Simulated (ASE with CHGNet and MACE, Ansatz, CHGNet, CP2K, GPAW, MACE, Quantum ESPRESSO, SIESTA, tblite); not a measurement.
**Machine-learned potentials runs on twisted Ti2CO2 MXene bilayer, 21.79° (70 atoms)**

Wanted: machine-learned potentials inputs and outputs for twisted Ti2CO2 MXene bilayer, 21.79° (70 atoms), checked against a plane-wave reference.

Calculated with ASE with CHGNet and MACE; the method is named at each step.

### 1. The structure

The cell holds 70 atoms: 14 C, 28 Ti and 28 O. Cell: a = 8.017 Å, b = 8.017 Å, c = 23.860 Å, α = 90.0°, β = 90.0°, γ = 120.0°. It derives from Ti2CO2 (Ti2CO2 MXene). Ti2CO2 MXene (a = 3.03 Å) under Ti2CO2 MXene (a = 3.03 Å), bilayer, commensurate cell of 7 unit cells a layer, twist 21.79 deg; facing planes 2.98 Å apart; 12 Å of vacuum; layers as built, displaced by a Gaussian of 0.01 Å. Then every atom was moved at random, 0.03 Å r.m.s. a Cartesian component. Regions: layer 1, 35 atoms (7 C, 14 Ti and 14 O); layer 2, 35 atoms (7 C, 14 Ti and 14 O). Vacuum lies along c.

The yardstick, on the same geometry:

- method: Kohn-Sham DFT, PBE, SSSP efficiency 1.3.0 pseudopotentials, plane waves (Quantum ESPRESSO 7.5); sssp-pbe-1.3.0-efficiency, cutoffs 60/480 Ry, Γ point
- r.m.s. force component: 0.5 eV/Å
- longest force: 1.983 eV/Å
- gap (highest filled to lowest empty level): 0.4847 eV
- time: 9.5 min on 4 MPI ranks of Arm Neoverse V1, shared host
- CPU time: 38 min

### 2. CHGNet r2SCAN potential

Method: machine-learned interatomic potential CHGNet r2SCAN, trained on r2SCAN plane-wave data.

Contents of run.py:

```python
import numpy as np
from ase.io import read
import mlip  # loads the published weights by name

atoms = read("structure.xyz")
atoms.calc = mlip.calc("chgnet-r2scan")
energy = atoms.get_potential_energy()
forces = atoms.get_forces()
print(f"energy {energy:.6f} eV")
print("forces (eV/A)")
for i, (a, f) in enumerate(zip(atoms, forces)):
    print(f"{i:4d} {a.symbol:2s} {f[0]:10.5f} {f[1]:10.5f} {f[2]:10.5f}")
```

Contents of structure.xyz:

```xyz
70
Lattice="8.01660 0.00000 0.00000 -4.00830 6.94258 0.00000 0.00000 0.00000 23.86000" Properties=species:S:1:pos:R:3 pbc="T T T"
C 3.98950 6.93237 8.24625
Ti 0.57034 1.67129 9.53374
Ti 1.77047 0.33699 6.91248
O 1.73062 0.31533 10.41441
O 0.55599 1.71155 5.97788
C -0.59295 2.99454 8.24053
Ti 0.01924 4.62390 9.54424
Ti 1.12798 3.31765 6.90127
O 1.15299 3.34514 10.43493
O -0.02854 4.67749 5.98886
C -1.16253 5.96430 8.25962
Ti 3.46558 0.65857 9.54567
Ti 0.56709 6.26443 6.93252
O 0.64061 6.26443 10.40034
O 3.40714 0.64441 6.03682
C 2.25968 1.97718 8.16680
Ti 2.80192 3.58994 9.60842
Ti 4.02245 2.31542 6.90318
O 4.04722 2.35749 10.42658
O 2.84702 3.63972 6.02012
C 1.70866 4.93104 8.24792
Ti 2.28425 6.57018 9.53493
Ti 3.39050 5.32531 6.88385
O 3.40605 5.24436 10.41250
O 2.29215 6.59885 5.94472
C 5.14133 0.94343 8.18517
Ti 5.72878 2.65519 9.49771
Ti 6.86714 1.38373 6.93252
O 6.88907 1.28452 10.47764
O 5.69479 2.66408 5.99817
C 4.60349 3.89305 8.14700
Ti -2.84569 5.62411 9.48411
Ti -1.73062 4.28316 6.89363
O -1.71495 4.34307 10.43350
O -2.86702 5.65661 5.98361
C -1.65916 4.96290 15.66767
Ti -0.56898 6.27630 16.91292
Ti -0.01479 4.59536 14.29047
O 0.00906 4.65139 17.84895
O -0.60525 6.24777 13.37949
C 3.97499 6.90710 15.63951
Ti 1.15098 1.35096 16.98498
Ti -2.28160 6.64238 14.24800
O -2.32093 6.59760 17.86446
O 1.19744 1.32117 13.45776
C 0.57026 2.94678 15.61542
Ti 1.72525 4.29343 16.95706
Ti 2.31074 2.63547 14.30526
O 2.29363 2.66262 17.87186
O 1.71194 4.28413 13.40383
C 1.07871 5.96243 15.64047
Ti 6.25704 0.30242 16.96995
Ti 2.88517 5.56698 14.36372
O 2.81487 5.63335 17.84776
O 6.25772 0.31221 13.42268
C 2.84329 0.94037 15.60539
[... 10 atom lines left out ...]
Ti -1.15956 3.29294 16.98212
Ti -0.53475 1.63060 14.34225
O -0.56188 1.61262 17.85324
O -1.15106 3.34084 13.43413
```

Launch:

```console
> OMP_NUM_THREADS=1 python run.py > output.txt
```

What it wrote:

```text
CHGNet vr2scan initialized with 412,525 parameters
CHGNet will run on cpu
energy -831.173401 eV
forces (eV/A)
   0 C     0.01945    0.16820   -0.29725
   1 Ti   -0.28011   -0.45025   -0.23112
   2 Ti   -0.59936   -0.04274    0.12657
   3 O     0.03680    0.13523   -0.01563
   4 O    -0.06270   -0.16790    0.29014
   5 C     0.14303   -0.13766   -0.17854
   6 Ti   -0.45546    0.12092   -0.38125
   7 Ti    0.08993   -0.10906    0.10305
   8 O    -0.12298   -0.28237    0.39653
   9 O     0.03361   -0.15537    0.11065
  10 C     0.15605   -0.07604   -0.27033
  11 Ti   -0.17864   -0.00339   -0.36638
  12 Ti    0.18994   -0.01855    0.07390
  13 O    -0.41759    0.15480    0.38766
  14 O     0.22355   -0.05608   -0.29742
  15 C     0.14203    0.12164    0.61423
  16 Ti    0.46006    0.18179   -0.72629
  17 Ti   -0.23716    0.04639    0.19157
  18 O    -0.04333   -0.22015   -0.02688
  19 O    -0.03246    0.03682   -0.05526
  20 C     0.04756    0.10502   -0.26052
  21 Ti    0.46511    0.30830   -0.24345
  22 Ti    0.21790    0.01259    0.11544
  23 O     0.15230   -0.03164    0.00978
[...]
62 Ti    0.05928   -0.54957    0.09115
  63 O    -0.00395   -0.10650   -0.08134
  64 O    -0.17875   -0.24753   -0.15421
  65 C     0.27193    0.09594    0.16597
  66 Ti    0.02046    0.08062   -0.35256
  67 Ti   -0.57628   -0.05285    0.14819
  68 O    -0.06809    0.09898    0.00105
  69 O    -0.05411   -0.25588    0.03246
```

Wall time 7 s (1 thread of Arm Neoverse V1, shared host); peak memory 1.1 GiB.

Banners, paths, timers and routine set-up lines are dropped from the logs unmarked, and long logs keep their key lines alone; longer cuts are marked.

Against the reference:

* r.m.s. force component: 0.2389 eV/Å
* r.m.s. difference of force components: 312.7 meV/Å
* longest difference of force vectors: 1131 meV/Å
* force difference over r.m.s. force: 62.54 %
* slope of forces against the reference's: 0.4186
* correlation of force components: 0.876

Length of the force difference by element (eV/Å):

```csv
element,atoms,mean,most
C,14,0.42,1.0
O,28,0.45,0.98
Ti,28,0.57,1.1
```

The surroundings of Ti17, which bears the longest force, nearest first, numbered as they follow in the input and with coordinates relative to it.

| atom | x | y | z | distance (Å) | bonds | Fx | Fy | Fz (eV/Å) |
| --- | --- | --- | --- | --- | --- | --- | --- | --- |
| Ti17 | 0.00 | 0.00 | 0.00 | 0.00 | 6 | 0.46 | 0.18 | -0.73 |
| O9 | -1.65 | -0.24 | 0.83 | 1.86 | 3 | -0.12 | -0.28 | 0.40 |
| O19 | 1.25 | -1.23 | 0.82 | 1.93 | 3 | -0.04 | -0.22 | -0.03 |
| O24 | 0.60 | 1.65 | 0.80 | 1.94 | 3 | 0.15 | -0.03 | 0.01 |
| C21 | -1.09 | 1.34 | -1.36 | 2.20 | 6 | 0.05 | 0.11 | -0.26 |
| C16 | -0.54 | -1.61 | -1.44 | 2.23 | 6 | 0.14 | 0.12 | 0.61 |
| C31 | 1.80 | 0.30 | -1.46 | 2.34 | 6 | -0.11 | 0.50 | 0.52 |
| Ti2 | -2.23 | -1.92 | -0.07 | 2.94 | 6 | -0.28 | -0.45 | -0.23 |
| Ti7 | -2.78 | 1.03 | -0.06 | 2.97 | 6 | -0.46 | 0.12 | -0.38 |

Atoms are counted from 1 here, from 0 in the log.

Forces lie 63 % from the reference's, at 0.0025 times its CPU time (on 1 against 4 cores).

### 3. CHGNet 0.3.0 potential

Method: machine-learned interatomic potential CHGNet 0.3.0, trained on PBE(+U) plane-wave data.

Edit run.py of step 2 so:

```diff
@@ -5,3 +5,3 @@
 atoms = read("structure.xyz")
-atoms.calc = mlip.calc("chgnet-r2scan")
+atoms.calc = mlip.calc("chgnet-0.3.0")
 energy = atoms.get_potential_energy()
```

structure.xyz is that of step 2.

What it wrote:

```text
CHGNet v0.3.0 initialized with 412,525 parameters
CHGNet will run on cpu
energy -647.230347 eV
forces (eV/A)
   0 C     0.03529    0.22351   -0.52554
   1 Ti   -0.33290   -0.62026   -0.34313
   2 Ti   -0.75074   -0.07920    0.28283
   3 O     0.03305    0.17478    0.25668
   4 O    -0.03037   -0.23573   -0.04992
   5 C     0.23399   -0.10765   -0.26072
   6 Ti   -0.61381    0.21472   -0.44113
   7 Ti    0.12356   -0.07947    0.18813
   8 O    -0.18063   -0.40575    0.77885
   9 O     0.08057   -0.27296   -0.19238
  10 C     0.19937   -0.10317   -0.45275
  11 Ti   -0.21255    0.07254   -0.51686
  12 Ti    0.22073    0.05193    0.18814
  13 O    -0.58097    0.15904    0.62590
  14 O     0.28730   -0.04707   -0.62836
  15 C     0.24495    0.17922    0.87348
  16 Ti    0.79374    0.26516   -1.15248
  17 Ti   -0.32302    0.08601    0.29494
  18 O    -0.22274   -0.30290    0.18245
  19 O    -0.04715   -0.01259   -0.36463
  20 C     0.11042    0.14523   -0.39381
  21 Ti    0.60856    0.41731   -0.25923
  22 Ti    0.35990   -0.07655    0.37828
  23 O     0.14576   -0.01015    0.22504
[...]
62 Ti    0.12594   -0.74671    0.11651
  63 O    -0.10544   -0.15953    0.26045
  64 O    -0.20217   -0.23435   -0.39380
  65 C     0.35814    0.12151    0.21705
  66 Ti    0.10875    0.01315   -0.54554
  67 Ti   -0.76271   -0.09564    0.29802
  68 O    -0.13143    0.14356    0.35319
  69 O    -0.07501   -0.36261   -0.21583
```

It took 6.9 s on 1 thread; peak memory 1.1 GiB.

Against the reference:

| Item | Value |
| --- | --- |
| r.m.s. force component | 0.3469 eV/Å |
| r.m.s. difference of force components | 241.4 meV/Å |
| longest difference of force vectors | 851 meV/Å |
| force difference over r.m.s. force | 48.28 % |
| slope of forces against the reference's | 0.6241 |
| correlation of force components | 0.8996 |

Against the first run (63 %), the force difference from the reference is 48 %, at 0.99 times the CPU time.

### 4. MACE MPA-0 medium potential

Method: machine-learned interatomic potential MACE MPA-0 medium, trained on PBE(+U) plane-wave data.

Edit run.py of step 3 so:

```diff
@@ -5,3 +5,3 @@
 atoms = read("structure.xyz")
-atoms.calc = mlip.calc("chgnet-0.3.0")
+atoms.calc = mlip.calc("mace-mpa-0-medium")
 energy = atoms.get_potential_energy()
```

structure.xyz is that of step 3.

What it wrote:

```text
energy -627.391832 eV
forces (eV/A)
   0 C     0.04080    0.16350   -0.07785
   1 Ti   -0.53299   -0.85404   -0.30427
   2 Ti   -1.18083    0.02251   -0.03056
   3 O     0.02059    0.22450    0.27688
   4 O     0.00706   -0.42612    0.17300
   5 C     0.12077   -0.26187    0.00558
   6 Ti   -0.80363    0.31875   -0.65912
   7 Ti    0.14049   -0.11971    0.02455
   8 O    -0.48176   -0.66315    1.01864
   9 O     0.10294   -0.47111   -0.10712
  10 C     0.15020    0.00056   -0.13926
  11 Ti   -0.20744   -0.16023   -0.44054
  12 Ti    0.37342    0.29339   -0.05383
  13 O    -0.96060    0.23481    0.88159
  14 O     0.53881    0.02144   -0.67428
  15 C     0.12223    0.14487    1.05066
  16 Ti    1.20662    0.56625   -1.24248
  17 Ti   -0.41380    0.18469    0.17478
  18 O    -0.30757   -0.54754    0.20907
  19 O    -0.00156    0.05800   -0.17974
  20 C     0.07630    0.16307   -0.18726
  21 Ti    0.95197    0.62402   -0.34974
  22 Ti    0.59011   -0.01858   -0.15381
  23 O     0.37565    0.00399    0.21267
[...]
62 Ti    0.10270   -1.10848    0.05251
  63 O    -0.14745   -0.20500    0.20999
  64 O    -0.42809   -0.53398   -0.53521
  65 C     0.25314    0.11986    0.07550
  66 Ti    0.09862    0.22287   -0.30303
  67 Ti   -1.10541    0.00107    0.17967
  68 O    -0.22202    0.24979    0.24605
  69 O    -0.15159   -0.61371   -0.25508
```

Elapsed: 13 s, on 1 thread; peak memory 0.93 GiB.

Numbers from this run, and their distance from the reference:

```
r.m.s. force component                  : 0.432 eV/Å
r.m.s. difference of force components   : 223.5 meV/Å
longest difference of force vectors     : 814.5 meV/Å
force difference over r.m.s. force      : 44.69 %
slope of forces against the reference's : 0.7733
correlation of force components         : 0.8951
```

Against the first run (63 %), the force difference from the reference is 45 %, at 1.9 times the CPU time.

### 5. The ladder

Differences are against the plane-wave reference, forces as r.m.s. over components; share is that over the reference's r.m.s. force, slope the least-squares factor from reference forces to these. Total energies of different programs have different zeros and aren't compared.

```csv
run,"Δ force, r.m.s. (meV/Å)",share (%),slope,cores,CPU time,memory (GiB)
reference,-,-,-,4,38 min,4.5
CHGNet r2SCAN potential,313,62.5,0.419,1,5.7 s,1.1
CHGNet 0.3.0 potential,241,48.3,0.624,1,5.6 s,1.1
MACE MPA-0 medium potential,223,44.7,0.773,1,10 s,0.93
```

Times of the machine-learned potentials are mostly Python's start and the loading of weights.

CPU time is summed over cores on a shared host, where runs went side by side, so it is rough. Symmetry, cutoffs, thresholds, outputs and thread counts weren't matched or tuned between programs; memory under MPI is the largest rank's times the ranks.

### 6. Outcome

```yaml
nearest_in_forces: MACE MPA-0 medium potential, 45 %
its_cpu_time: 10 s
```

What this shows: Machine-learned potentials differ by 45 % (MACE MPA-0 medium potential) to 63 % (CHGNet r2SCAN potential); they were trained on other programs' data, some at another functional. Among those trained on PBE data the slope goes as low as 0.62, with a correlation of 0.90, so directions differ as well as sizes. Machine-learned potentials mimic data converged in k, so the reference's own k-point error enters their differences. The reference's PBE has no dispersion term, which matters for the binding between molecules or layers. The runs have no spin polarisation, so any moments at edges, vacancies or dangling bonds can't form. The electronic-structure runs sample only Γ, in a cell whose shortest periodic width is 7 Å.

[Also dropped from logs without a mark: logging warnings of Python, and SIESTA's first energy breakdown and zero terms.]

[Logs are printed without paths, hosts, clocks, repeated set-up lines and the standing remarks that a program may print on its own settings, such as how far it seeks lower states.]

[Hosts, paths, dates, database ids (printed as entryN), source tags and the programs' standing remarks are cut or masked in the printed files.]
